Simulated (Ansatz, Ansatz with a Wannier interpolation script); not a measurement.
# Settings in Wannier-interpolated G0W0: KRb2RhF6 (Fm-3m), part 2 of 2

Aim: vary the Wannier model and the GW settings for KRb2RhF6 (Fm-3m) and see what the interpolated bands lose.

Ansatz 0.2.0; maximally localised Wannier functions, LDA, plane waves, PAW. Known limits of the many-body steps: not at the basis limit; no spin polarisation; d states lean on the start; no spin-orbit coupling; coarse k mesh.

So far. Step 4 (Wannier model on 4×4×4): Near the gap the model misses directly solved bands by 6.7 meV r.m.s. and by 77 meV at most in the window tested. This tests the starting bands, not the corrections carried with them.

## Step 5: A faulty Wannier input

File input.yaml:

```yaml
crystal:
  lattice:
    - [0.0, 4.438, 4.438]
    - [4.438, 0.0, 4.438]
    - [4.438, 4.438, 0.0]
  atoms:
    - { symbol: K, position: [0.5, 0.5, 0.5] }
    - { symbol: Rb, position: [0.25, 0.25, 0.25] }
    - { symbol: Rb, position: [0.75, 0.75, 0.75] }
    - { symbol: Rh, position: [0.0, 0.0, 0.0] }
    - { symbol: F, position: [0.776, 0.224, 0.224] }
    - { symbol: F, position: [0.224, 0.776, 0.224] }
    - { symbol: F, position: [0.224, 0.776, 0.776] }
    - { symbol: F, position: [0.776, 0.224, 0.776] }
    - { symbol: F, position: [0.224, 0.224, 0.776] }
    - { symbol: F, position: [0.776, 0.776, 0.224] }
kpoints:
  mp_grid: { grid: [4, 4, 4] }
hamiltonian:
  xc: lda
scf:
  occupations: { method: fixed }
  n_extra_bands: 92
output:
  wannier:
    kmesh: [4, 4, 4]
    projections:
      - { species: F, l: p, shell: 2 }
      - { species: Rb, l: s, shell: 5 }
      - { species: Rh, l: d, shell: 4 }
    minimise: true
    write_hr: true
    seedname: w
    conv_tol: 1.0e-07
    max_iter: 4000
    disentanglement:
      window: [0.74, 29.21]
      frozen_window: [0.74, 28.71]
      conv_tol: 1.0e-08
```

Started as:

```console
$ ansatz run input.yaml --threads 16 --pin off --max-ram 27648MiB --backend cpu --events-out ev --progress --plain --runs-dir out
```

Numbers of over 12 decimals in the logs are rounded to 6 here.

Output:

```text
scf.n_extra_bands = 92 over 43 filled bands (N_el = 86.0): the run solves 135 bands
Engine: ansatz 0.2.0, aarch64-unknown-linux-gnu
Pseudopotentials: kind: paw
Pseudopotential: K, paw, valence charge 9, recommended cutoff 420 eV (normal), K.paw.azcp
Pseudopotential: Rb, paw, valence charge 9, recommended cutoff 420 eV (normal), Rb.paw.azcp
Pseudopotential: Rh, paw, valence charge 17, recommended cutoff 420 eV (normal), Rh.paw.azcp
Pseudopotential: F, paw, valence charge 7, recommended cutoff 420 eV (normal), F.paw.azcp
Functional definition: SPW92
  exchange = slater_x
  correlation = pw_c
Crystal: 10 atoms, lattice volume = 174.820 Å³
Basis set: ecut = 420 eV, 3479 PW (Γ)
Bands: 135, of which v1, the nominal top of the filled ones, is band 43 counted from 1 (42 counted from 0)
Symmetry: 48 space group operations
Space group: Fm-3m (ITA 225), of the structure as read, at distance tolerance 5.6e-5 Å
k-points: 8 of 64
Non-local potential: K, projectors of the file, l = 0: 3, l = 1: 2, l = 2: 2
Non-local potential: Rb, projectors of the file, l = 0: 3, l = 1: 2, l = 2: 2
Non-local potential: Rh, projectors of the file, l = 0: 3, l = 1: 2, l = 2: 2, l = 3: 1
Non-local potential: F, projectors of the file, l = 0: 2, l = 1: 2, l = 2: 1
PAW form: soft (Blöchl's): semilocal exchange-correlation on the pseudo side does not see the compensation charge
PAW frozen core: K, regenerated for the run's functional, and the local potential with it (the file was generated under x = pbe(κ = 0.804, μ = 0.219515), c = pbe(β = 0.066725))
[...]
SCF converged after 7 iterations
Free energy (F): -18886.005159 eV
Harris-Foulkes:  -18886.005159 eV  (|F-HF|=1.23e-9)
Internal energy: -18886.005159 eV  (E = F + TS)
E sigma→0 (E₀):  -18886.005159 eV
Fermi energy:    4.848304 eV
--- Per-component energies (eV) ---
  E_band       = -782.005130
  E_kinetic    = 2438.550130
  E_local      = -8860.494542  (includes V_loc(G=0)·N_el)
  E_nonlocal   = 1185.797388
  E_hartree    = 3278.160296
  E_xc         = -1077.598512
  E_vxc        = -1317.530433  (∫ρ·V_xc dr)
  E_paw        = -10377.503703  (= ΣΔE_a)
  E_vpaw       = -784.664428  (= ΣTr[D̂ρ^β])
  E_aug_tail   = 0.013145  (compensation charges beyond the density's cutoff)
  E_ewald      = -5475.031373
  E_core_change = 2.102011  (= ΣΔE_core)
  E_smearing   = -0.000000  (= −TS)
  E_closure    = -0.000000  (closes the sum)
  Σ components = -18886.005159   (vs F -18886.005159, Δ=0.00e0)
--- Band table (eV; the first three rows and the last of 8) ---
  k-point 0: bands = [... 39 lower, 1.7607, 4.7077, 4.7077, 4.7077, 6.9880, 6.9880, 8.2672, 10.9641, ... 88 higher]
  k-point 1: bands = [... 39 lower, 1.7164, 4.7332, 4.7501, 4.7501, 7.0671, 7.0671, 8.9177, 11.3207, ... 88 higher]
  k-point 2: bands = [... 39 lower, 1.6593, 4.7581, 4.7897, 4.7897, 7.1443, 7.1443, 10.3330, 10.3690, ... 88 higher]
  k-point 7: bands = [... 39 lower, 1.6431, 4.7623, 4.7623, 4.8482, 6.8894, 7.1010, 10.8853, 10.8853, ... 88 higher]
WARN: one of the run's output files is refused, and neither it nor the files that depend on it are written in full: <dir> frozen window holds 67 > num_wann = 25 bands at ik = 0 (ik counts from 0, the k-points of the .win, .mmn and .eig files from 1)
Error: <dir> frozen window holds 67 > num_wann = 25 bands at ik = 0 (ik counts from 0, the k-points of the .win, .mmn and .eig files from 1)
```

The job ended after 12 s (16 threads of Arm Neoverse N1, shared host; peak memory 1.6 GiB).

The run ended with an error after its SCF cycle had converged; no result of it is taken.

The program's message: “Error: <dir> frozen window holds 67 > num_wann = 25 bands at ik = 0 (ik counts from 0, the k-points of the .win, .mmn and .eig files from 1)”

The fault put into this input: a frozen window with more states than functions.

## Step 6: G0W0: 4×4×4 mesh, 729 empty bands, screening to 150 eV

G0W0 replaces the xc potential by the self-energy, built once from these orbitals. Only a window of levels is corrected, while the sums run over the empty bands that the input names.

This step: G0W0 on LDA, plane waves, PAW.

input.yaml, the sections that differ from step 5:

```yaml
scf:
  occupations: { method: fixed }
gw:
  n_empty_bands: 729
  ecut_chi: 150.0
  qp_bands: [v12, c4]
  screening: { model: contour_deformation }
# crystal, kpoints, hamiltonian: as in step 5
# output: removed
```

Output:

```text
[...]
Crystal: 10 atoms, lattice volume = 174.820 Å³
Basis set: ecut = 420 eV, 3479 PW (Γ)
Bands: 53, of which v1, the nominal top of the filled ones, is band 43 counted from 1 (42 counted from 0)
Symmetry: 48 space group operations
[...]
k-points: 8 of 64
[...]
0    39      1.7608   -31.7903     6.2149   -23.8275  0.7508    -0.0440     0.0131  root
[...]
7    44      6.8894   -20.4983    -4.3758   -27.1482  0.7860     9.2174     9.1634  root
     7    45      7.1010   -21.3922    -4.3562   -28.0544  0.7804     9.4654     9.4071  root
     7    46     10.8853    -7.0218    -3.3580   -12.0603  0.8574    12.5895    12.5658  root
     7    47     10.8853    -7.0218    -3.3580   -12.0603  0.8574    12.5895    12.5658  root
[key lines of the parts left out:]
SCF converged after 7 iterations
Free energy (F): -18886.005159 eV
Fermi energy:    4.848321 eV
```

Elapsed: 11 min, on 16 threads; peak memory 7.3 GiB.

The G0W0 gap on the mesh is 5.597 eV.

## Step 7: G0W0: 2×2×2 mesh, 729 empty bands, screening to 150 eV

Edit input.yaml of step 6 so:

```diff
@@ -17,3 +17,3 @@
 kpoints:
-  mp_grid: { grid: [4, 4, 4] }
+  mp_grid: { grid: [2, 2, 2] }
 hamiltonian:
```

Output:

```text
[...]
Crystal: 10 atoms, lattice volume = 174.820 Å³
Basis set: ecut = 420 eV, 3479 PW (Γ)
Bands: 53, of which v1, the nominal top of the filled ones, is band 43 counted from 1 (42 counted from 0)
Symmetry: 48 space group operations
[...]
k-points: 3 of 8
[...]
0    39      1.7634   -31.8184     6.2345   -23.8271  0.7506    -0.0510     0.0066  root
[...]
2    44      6.8501   -20.2273    -4.4312   -26.9218  0.7862     9.1741     9.1134  root
     2    45      7.0097   -21.0911    -4.4234   -27.8381  0.7810     9.3923     9.3334  root
     2    46     10.3620    -6.7447    -3.3532   -11.7023  0.8597    11.9881    11.9663  root
     2    47     11.3111    -7.2582    -3.3857   -12.4279  0.8536    13.1238    13.0951  root
[key lines of the parts left out:]
SCF converged after 7 iterations
Free energy (F): -18885.996701 eV
Fermi energy:    4.848781 eV
```

Run time: 69 s. Hardware: 16 threads; peak memory 3 GiB.

The G0W0 gap on the mesh is 5.604 eV.

## Step 8: G0W0: 4×4×4 mesh, 338 empty bands, screening to 90 eV, plasmon pole

Edit input.yaml of step 7 so:

```diff
@@ -17,3 +17,3 @@
 kpoints:
-  mp_grid: { grid: [2, 2, 2] }
+  mp_grid: { grid: [4, 4, 4] }
 hamiltonian:
@@ -23,5 +23,5 @@
 gw:
-  n_empty_bands: 729
-  ecut_chi: 150.0
+  n_empty_bands: 338
+  ecut_chi: 90
   qp_bands: [v12, c4]
-  screening: { model: contour_deformation }
+  screening: { model: godby_needs }
```

Output:

```text
[...]
Crystal: 10 atoms, lattice volume = 174.820 Å³
Basis set: ecut = 420 eV, 3479 PW (Γ)
Bands: 53, of which v1, the nominal top of the filled ones, is band 43 counted from 1 (42 counted from 0)
Symmetry: 48 space group operations
[...]
k-points: 8 of 64
[...]
0    39      1.7608   -31.7903     6.2616   -23.8275  0.7862     0.0372     0.0598  root
[...]
7    44      6.8894   -20.4983    -4.0065   -27.1482  0.8181     9.5570     9.5327  root
     7    45      7.1010   -21.3922    -3.9644   -28.0544  0.8137     9.8332     9.7988  root
     7    46     10.8853    -7.0218    -3.2428   -12.0603  0.8733    12.6935    12.6809  root
     7    47     10.8853    -7.0218    -3.2428   -12.0603  0.8733    12.6935    12.6809  root
[key lines of the parts left out:]
SCF converged after 7 iterations
Free energy (F): -18886.005159 eV
Fermi energy:    4.848321 eV
```

Wall time 2.2 min (16 threads); peak memory 2.5 GiB; 32 min of CPU time.

The G0W0 gap on the mesh is 5.787 eV.

## Step 9: Interpolated results

Times are wall times on 16 threads of Arm Neoverse N1, shared host, good to a factor of about two.

| GW mesh | empty bands | cutoff (eV) | frequency | gap on mesh (eV) | gap over zone (eV) | direct gap (eV) | valence width (eV) | GW time |
| --- | --- | --- | --- | --- | --- | --- | --- | --- |
| 4×4×4 | 729 | 150 | contour deformation | 5.597 | 5.597 | 5.597 | 4.272 | 11 min |
| 2×2×2 | 729 | 150 | contour deformation | 5.604 | 5.604 | 5.604 | 4.280 | 69 s |
| 4×4×4 | 338 | 90 | plasmon pole | 5.787 | 5.787 | 5.787 | 4.463 | 2.2 min |

## Step 10: What came out

- 4×4×4 mesh, 729 empty bands, screening to 150 eV: 5.60 eV
- 2×2×2 mesh, 729 empty bands, screening to 150 eV: 5.60 eV
- 4×4×4 mesh, 338 empty bands, screening to 90 eV, plasmon pole: 5.79 eV

What this shows: The largest change, +0.19 eV in the gap over the zone, comes with 4×4×4 mesh, 338 empty bands, screening to 90 eV, plasmon pole. The first run is a reference, not a converged one, and where a row moves several settings no single cause can be named. Rows on another GW mesh add that mesh's corrections to the bands of the one model. With 2×2×2 mesh, 729 empty bands, screening to 150 eV the gap over the zone moves by +0.01 eV and that on the mesh by +0.01 eV. With 4×4×4 mesh, 338 empty bands, screening to 90 eV, plasmon pole the gap over the zone moves by +0.19 eV and that on the mesh by +0.19 eV. Gaps over the zone and on the mesh differ where an edge lies off the mesh, or where a GW run starts from another density: the starting gap over the zone is 2.001 eV, on the GW meshes it is 2.001 eV. The runs have no spin polarisation. For a closed low-spin shell that is the natural state; where a d or f shell is open it is a constraint, and the gap is then not the crystal's own. With d states at the gap, one-shot GW leans hard on its start. The many-body steps are scalar-relativistic: spin-orbit coupling is not in them.

[Paths, hosts, dates, memory and timing lines, banners, echoed tables and standing remarks are left out of the program output.]

[Logs are printed without paths, hosts, clocks, repeated set-up lines and the standing remarks that a program may print on its own settings, such as how far it seeks lower states.]

[Runs of the session that timed out or met a known fault of the program may be left out.]

[Hosts, paths, dates, database ids (printed as entryN), source tags and the programs' standing remarks are cut or masked in the printed files.]
